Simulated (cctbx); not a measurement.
## What is wrong with this refinement?

Cell a = 10.5350 Å, b = 18.1110 Å, c = 6.4290 Å, α = 90.00°, β = 90.00°, γ = 90.00°; space group Cmc2_1 (no. 36). The compound is SmY6In3.

Simulated single-crystal data (cctbx): synchrotron X-rays, λ = 0.7749 Å, to d = 0.6 Å, 95 % of the full sphere, strongest reflection 20000 counts, noise from counting, a 6 % proportional error and a noise floor of 8 counts (s.d.); no absorption, and some extinction, which the refinements don't model.

An anisotropic refinement with weights 1/σ² prints:

```text
Rint 0.047, 3118 unique reflections to 0.60 A
cycle     R1     wR2    GooF  max shift (A)
   1  0.3565  0.6957  15.037   0.00900
   3  0.1584  0.4047   8.748   0.00001
final R1 0.1584 wR2 0.4047 GooF 8.748  parameters 51  data/parameter 61.1
atom        x        y        z      Ueq    occ   su(xyz)  su(Uiso or U11)
Y1     0.50000  0.37353  0.74822  -0.0199  1.000  0.00034  0.0006  NPD
In1    0.72489  0.90459  0.67554  -0.0049  1.000  0.00033  0.0006  NPD
In2    0.50000  0.68704  0.66629  -0.0050  1.000  0.00040  0.0008  NPD
Y2     0.31493  0.77044  0.93868  -0.0052  1.000  0.00041  0.0009  NPD
Y3     0.50000  0.95939  0.94944  -0.0051  1.000  0.00058  0.0012  NPD
Sm1    0.18807  0.06676  0.74818   0.0150  1.000  0.00039  0.0011
Y4     0.50000  0.16738  0.95778  -0.0046  1.000  0.00060  0.0012  NPD
difference map: max 105.44 min -11.92 rms 4.14
Q1    0.0000  0.1261  0.2485    4  105.67  0.01 A from Y1
Q2    0.0000  0.1865  0.6665    4   61.41  0.01 A from In2
Q3    0.2303  0.4051  0.6753    8   57.23  0.06 A from In1
Q4    0.0000  0.3350  0.4539    4   39.91  0.05 A from Y4
Q5    0.0000  0.4550  0.9452    4   37.55  0.08 A from Y3
Q6    0.1881  0.2706  0.9429    8   37.42  0.04 A from Y2
```

Q: Accept it or mend it, and why?

Mend it. The fault: elements exchanged: Sm1 is Y and Y1 is Sm. Against the right model at the same level, R1 goes from 0.0181 to 0.1584 and GooF from 0.95 to 8.75, U of Y1 shrinks from 0.0035 to -0.0199 Å², U of Y4 shrinks from 0.0034 to -0.0046 Å², U of In1 shrinks from 0.0034 to -0.0049 Å², U of Y2 shrinks from 0.0033 to -0.0052 Å², the top difference peak, 105.7 e/Å³, lies on Y1 and Y1, In1, In2, Y2, Y3 and Y4 go non-positive-definite. Sm1 has 23 electrons too many and its U swells to shed them, as expected; Y1 has 23 electrons too few and its U shrinks to make up, as expected.

The compound is SmY6In3. The right model at the same level gives:

```text
Rint 0.047, 3118 unique reflections to 0.60 A
cycle     R1     wR2    GooF  max shift (A)
   1  0.0187  0.0458   0.989   0.00040
   2  0.0181  0.0440   0.951   0.00000
final R1 0.0181 wR2 0.0440 GooF 0.951  parameters 51  data/parameter 61.1
atom        x        y        z      Ueq    occ   su(xyz)  su(Uiso or U11)
Sm1    0.50000  0.37351  0.74792   0.0035  1.000  0.00003  0.0001
In1    0.72531  0.90461  0.67553   0.0034  1.000  0.00003  0.0001
In2    0.50000  0.68689  0.66636   0.0027  1.000  0.00004  0.0001
Y1     0.31474  0.77053  0.93868   0.0033  1.000  0.00004  0.0001
Y2     0.50000  0.95890  0.94932   0.0031  1.000  0.00006  0.0001
Y3     0.18791  0.06680  0.74853   0.0042  1.000  0.00005  0.0001
Y4     0.50000  0.16720  0.95717   0.0034  1.000  0.00006  0.0001
Flack x: 0.001(6)
Hooft y: -0.003(7)  Bijvoet pairs: 1448
difference map: max 1.01 min -1.34 rms 0.27
Q1    0.1374  0.1313  0.1824    8    1.03  1.51 A from Sm1
Q2    0.0000  0.2422  0.3988    4    1.01  1.68 A from Y4
Q3    0.0000  0.4535  0.3038    4    1.00  1.84 A from Y2
Q4    0.1771  0.1605  0.8960    8    0.97  1.95 A from Y3
Q5    0.0000  0.1033  0.5666    4    0.96  1.64 A from In2
Q6    0.1510  0.0215  0.8915    8    0.95  1.29 A from Y3
```

The model is made up (kin elements in a known structure type, no relaxation), so it says nothing on whether the phase exists.

[Middle refinement cycles are left out of these outputs.]

[Logs are printed without paths, hosts, clocks, repeated set-up lines and the standing remarks that a program may print on its own settings, such as how far it seeks lower states.]
